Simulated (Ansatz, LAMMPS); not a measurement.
# Localised basis functions on liquid dimethyl carbonate at 320 K (84 atoms), part 2 of 2

Wanted: errors and times of a linear-scaling basis for liquid dimethyl carbonate at 320 K (84 atoms). A setting counts as converged where the r.m.s. difference of forces stays under 1 % of the r.m.s. force.

Ansatz 0.2.0; Kohn-Sham DFT, r2SCAN+D4, PAW (set soft_2), plane waves.

The cell: 21 C, 21 O and 42 H. The network of contacts between molecules at the start is that of the classical potential that made the cell. The density was typed from a rule of thumb and may lie off the real one at this temperature. Only the Γ point is sampled, in a cell whose shortest periodic width is 10 Å.

So far: Set-up; How the cell was made; Plane-wave single point.

## 3. Plane-wave single point (continued)

Valence density in the ab plane at fractional z = 0.466, with atoms of C and O and H within 0.2 Å of it. It is the smooth field of the valence electrons, not physical close to the nuclei.

Ten steps, logarithmic in the rise over the least value, from '0' (0.0 e/Å³) to '9' (6.5 e/Å³), each cell a mean:
```
2101369985311000013333468864
1001268986532100125655589974
1000135777643100125665579973
0000023567642100013444456642
0000012467652100001222222210
0000001467753100000111100000
0000001357652000000000000000
3210000134431000000000011122
6531000011110000000011234445
8742000001110000000112456667
7641000012221000000124567667
5421000023553200000123456655
2110001235665310000112334332
0000023556776531000001111110
0000147887677642000000000000
0000248997556642000000000000
0011147886433321000000000000
0111124553211100000000112110
0112111221000000000001345421
1111100000000000000013588742
1100000000000000000013699853
2100001110000000000013578864
3210123332100000000001357765
3211247763210000001111246765
```
Columns run along a (9.9 Å), rows up along b (9.9 Å). Atoms in or near the plane, at fractional coordinates: C at (0.32, 0.87), C at (0.88, 0.55), C at (0.39, 0.43), O at (0.27, 0.34), H at (0.47, 0.36), O at (0.88, 0.91), C at (0.91, 0.04), H at (0.68, 0.91).

Mean Löwdin charges: C +0.11, H +0.20, O -0.34 e (they miss 1.4 % of the electrons, so they add up to more than the cell's charge). The largest share in the top eV of filled states is O p (84 % of the projected weight), and in the lowest eV of empty states C p (48 % of the projected weight).

## 4. Distances and neighbours

Bonds and neighbours are counted at the geometry of the runs.

Density 1.07 g/cm³, 11.65 Å³ an atom.

Pair distribution functions g(r), in bins of 0.2 Å:

```csv
r (Å),total,H-H,H-C,H-O,C-C,C-O,O-O
1.00,2.51,0.00,10.05,0.00,0.00,0.00,0.00
1.20,1.89,0.00,5.50,0.00,0.00,4.12,0.00
1.40,1.61,0.00,0.00,0.00,0.00,12.84,0.00
1.60,0.20,0.81,0.00,0.00,0.00,0.00,0.00
1.80,1.25,4.98,0.00,0.00,0.00,0.00,0.00
2.00,0.96,0.22,0.00,3.61,0.00,0.00,0.00
2.20,0.79,0.37,0.00,1.21,1.04,0.00,5.24
2.40,0.74,0.47,0.52,0.54,3.55,0.14,1.91
2.60,0.82,0.85,0.94,0.93,0.00,1.14,0.00
2.80,0.51,0.44,0.57,0.74,0.00,0.47,0.24
3.00,0.64,0.69,0.84,0.83,0.00,0.10,0.59
3.20,0.74,0.60,1.29,0.77,0.00,0.53,0.16
3.40,0.92,0.87,0.81,1.10,0.45,1.27,0.62
3.60,1.00,0.85,0.98,1.23,0.54,1.31,0.54
3.80,1.16,1.00,1.12,1.48,1.46,0.97,0.61
4.00,0.96,1.08,1.02,1.00,0.88,0.77,0.44
4.20,1.01,0.87,0.90,1.16,0.99,1.15,1.20
4.40,1.08,1.29,1.05,0.98,1.36,0.91,0.81
4.60,1.27,1.10,1.50,1.25,2.26,0.67,1.25
4.80,1.02,0.92,1.15,1.06,1.14,0.92,0.92
```

Bonds by pair of elements; cutoffs follow the first minimum of g(r), held within bounds set by covalent radii, and pairs that aren't listed don't count as bonded:

```csv
pair A-B,cutoff (Å),bonds,mean length (Å),spread (Å),shortest (Å),B about A,A about B
H-C,1.34,42,1.09,0.036,1.03,1,2
C-O,1.73,35,1.36,0.072,1.20,1.67,1.67
```

How many atoms have how many bonded neighbours:

```csv
element,mean,1,2,3,4
C,3.67,0,0,7,14
H,1,42,0,0,0
O,1.67,7,14,0,0
```

Bond angles (no mean is given where the spread exceeds 20°):

```csv
angle,count,mean (°),spread (°)
H-C-O,42,110,3.1
H-C-H,42,109,4.7
O-C-O,21,120,8.1
C-O-C,14,113,2.9
```

Bond length by coordination (bonds to H left out):

```csv
element,coordination,atoms,mean bond length (Å)
C,3,7,1.32
C,4,14,1.41
O,1,7,1.23
O,2,14,1.39
```

By these cutoffs 67 % of C atoms have 4, all H atoms have 1 and 67 % of O atoms have 2 bonded neighbours. The H-C-O angle averages 110° with a spread of 3°. Bonds at O atoms with 1 neighbour average 1.23 Å, against 1.39 Å at those with 2.

The surroundings of C54, which bears the longest force, nearest first, numbered as they follow in the input and with coordinates relative to it.

```csv
atom,x,y,z,distance (Å),bonds,Löwdin charge (e),Fx,Fy,Fz (eV/Å)
C54,0.00,0.00,0.00,0.00,4,-0.19,-4.50,-0.70,-0.14
H59,0.66,-0.81,0.16,1.05,1,0.20,1.28,-0.62,0.02
H58,-0.53,-0.06,-0.97,1.11,1,0.20,0.76,-0.11,0.48
H60,-0.83,-0.09,0.76,1.13,1,0.17,0.73,-0.25,-0.68
O53,0.49,1.27,0.09,1.36,2,-0.28,2.41,2.62,1.95
C51,0.77,1.66,1.40,2.30,3,0.73,-0.49,-0.61,-0.22
O52,0.32,1.05,2.37,2.61,1,-0.45,1.35,1.68,-1.49
H68,-1.17,-0.96,-2.67,3.07,1,0.19,0.38,-0.22,-0.74
H36,-1.95,-1.86,1.79,3.23,1,0.21,0.30,0.29,-0.39
O64,-1.83,-2.61,-1.10,3.37,1,-0.46,-2.04,-1.68,-1.83
O50,1.57,2.79,1.38,3.49,2,-0.29,-1.13,-2.00,-0.03
O5,-0.79,2.74,-2.13,3.56,2,-0.31,-1.23,-0.27,-1.47
O28,1.42,-2.73,2.02,3.68,1,-0.47,-1.61,0.11,0.23
```

The column of bonds counts only the pairs H-C within 1.34 Å, C-O within 1.73 Å; other neighbours, such as metal atoms beside each other in a compound, aren't counted, and periodic images can show an atom twice.

## 5. Support functions medium

With localised support functions most steps grow linearly with size, though the diagonalisation grows faster unless the density matrix is cut; this run measures error and cost at this size.

This step: Kohn-Sham DFT, r2SCAN+D4, PAW (set soft_2), localised support functions (medium) (Ansatz 0.2.0).

File input.yaml:

```yaml
crystal:
  lattice:
    - [9.92798, 0.0, 0.0]
    - [0.0, 9.92798, 0.0]
    - [0.0, 0.0, 9.92798]
  atoms:
    [... the 84 atom lines of step 3 ...]
kpoints:
  mp_grid: { grid: [1, 1, 1] }
hamiltonian:
  xc: r2scan
  dispersion: d4
scf:
  occupations: { method: fixed }
  eigensolver: { kind: { support_functions: { accuracy: medium } } }
  max_iter: 150
output:
  forces: true
  eigenvalues: true
```

Launch:

```sh
$ ansatz run input.yaml --threads 8 --pin off --max-ram 15872MiB --backend cpu --events-out ev --progress --plain --runs-dir out
```

Numbers of over 12 decimals in the logs are rounded to 6 here.

What it wrote:

```text
Warning: scf.eigensolver.kind.support_functions: disabling space-group detection — the functions' gradient is summed over unrotated k-points, so no spatial operation reduces the k-mesh or symmetrises the density; time reversal is kept, so that k and −k are solved as one point where they differ and the mesh holds both, and exact exchange and, on two spinor components, a DFT+U term hold to it where the run has them: [...]
settings of this run that can trade accuracy for cost: scf.eigensolver.kind.support_functions [...]
[...]
Crystal: 84 atoms, lattice volume = 978.549 Å³
Basis set: ecut = 500 eV, 24837 PW (Γ), exchange–correlation on 270×270×270 points (27 copies of the dense FFT grid, shifted against one another)
Bands: 152, of which v1, the nominal top of the filled ones, is band 126 counted from 1 (125 counted from 0)
Symmetry: 1 space group operations
k-points: 1
[...]
SCF iter   1: F=—  HF=-17901.746792 eV  |F-HF|=—  |Δ(HF+E_count)|=         —  Δρ=1.09e-1  dr2=1.15e2  dr2_τ=1.26e1  ethr=1.00e-1
[...]
SCF iter  12: F=—  HF=-17884.841751 eV  |F-HF|=—  |Δ(HF+E_count)|=   3.81e-4  Δρ=1.43e-5  dr2=3.65e-6  dr2_τ=8.61e-8  ethr=5.76e-9  κ⁻¹=2.2e-5(r=7)
SCF iter  13: F=-17884.841766 eV  HF=-17884.841763 eV  |F-HF|=2.38e-6  |Δ(HF+E_count)|=   1.21e-5  Δρ=6.19e-6  dr2=9.19e-7  dr2_τ=4.90e-8  ethr=1.45e-9
SCF 1 converged in 13 iterations: F = -17884.844533 eV  dr2 = 9.19e-7
[...]
SCF converged after 13 iterations
Stability not checked: this state was not tested for a lower state beside it, because the mixer in use, unlike msr1, does not test its closes by its own steps (another_mixer; see scf.mixing.algorithm and scf.lower_state_search)
Free energy (F): -17884.844533 eV
[...]
Internal energy: -17884.844533 eV  (E = F + TS)
E sigma→0 (E₀):  -17884.844533 eV
Fermi energy:    -2.322797 eV
[...]
Σ components = -17884.844533   (vs F -17884.844533, Δ=0.00e0)
--- Forces (eV/Å), atoms counted from 1 ---
  atom   1  C     -1.86006582    -2.47857823    -0.55557225
  atom   2  O      0.13132254     0.53824023     1.11122742
  atom   3  C      1.46038068     1.90029766     0.98680870
  atom   4  O      0.41627480    -0.73691111     0.62667922
[...]
atom  84  H      1.03531687     0.29575295     0.72606918
  max |Σ_I F_I| component: 1.82e-3 eV/Å
--- Band table (eV) ---
[...]
```

Run time: 2.5 min. Hardware: 8 threads of Arm Neoverse N1, shared host; peak memory 5.3 GiB; 20 min of CPU time.

The program notes that the band table was not solved further than the SCF left it and it switched symmetry off.

Keys that differ from the reference: support_functions.accuracy = "medium" and scf.max_iter = 150.

Forces differ from the reference by 3.0 meV/Å r.m.s., 0.29 % of their size, well within a tolerance of 1 %; the energy by -3.1 meV/atom. It took 2.5 min and 13 cycles; the reference's time can't be set against it, since the two runs asked for unlike analyses.

## 6. What each setting buys

Differences are against the plane-wave reference (Kohn-Sham DFT, r2SCAN+D4, PAW (set soft_2), plane waves), whose r.m.s. force component is 1.05 eV/Å. Energies are set beside the reference only for runs with its functional, potentials and electron count. Times are for 8 threads of Arm Neoverse N1, shared host. The reference's time includes the DOS, the stress and grids, which some other runs skip.

```csv
run,"Δ force, r.m.s. (meV/Å)",share of r.m.s. force (%),Δ energy (meV/atom),Δ gap (eV),cycles,time,host memory (GiB)
reference,-,-,-,-,10,27 s,2.4
support functions medium,3.01,0.287,-3.10,-6.0e-4,13,2.5 min,5.3
```

## 7. Results

```
free energy per atom                             : -212.9117 eV/atom
pressure                                         : -1.449 GPa
r.m.s. force component                           : 1.049 eV/Å
gap (highest filled to lowest empty level) : 6.06 eV
wall time of the 2 DFT runs                      : 3 min
```

Against plane waves at 500 eV, the forces differ by 3.0 meV/Å (0.29 %) with support functions medium. At 84 atoms the run with support functions medium takes roughly 5.7 times the time of plane waves (whose run also made extra analyses, so the like-for-like ratio is larger), in 13 SCF cycles against 10. Differences between support functions and plane waves include what basis error the plane-wave run still has.

The highest filled and lowest empty levels differ by 6.06 eV (at Γ alone); a semilocal functional tends to put such gaps too low. In a disordered cell it changes from sample to sample and from frame to frame. With the cutoffs above, 67 % of C atoms have 4, all H atoms have 1 and 67 % of O atoms have 2 bonded neighbours.

Caveats: The force components of 1.0 eV/Å r.m.s. reflect the temperature of the frame as well as the gap between the generating potential and DFT, above all in bond lengths inside molecules. The pressure of a single frame lacks the kinetic term.

[Logs are printed without paths, hosts, clocks, repeated set-up lines and the standing remarks that a program may print on its own settings, such as how far it seeks lower states.]

[Hosts, paths, dates, database ids (printed as entryN), source tags and the programs' standing remarks are cut or masked in the printed files.]
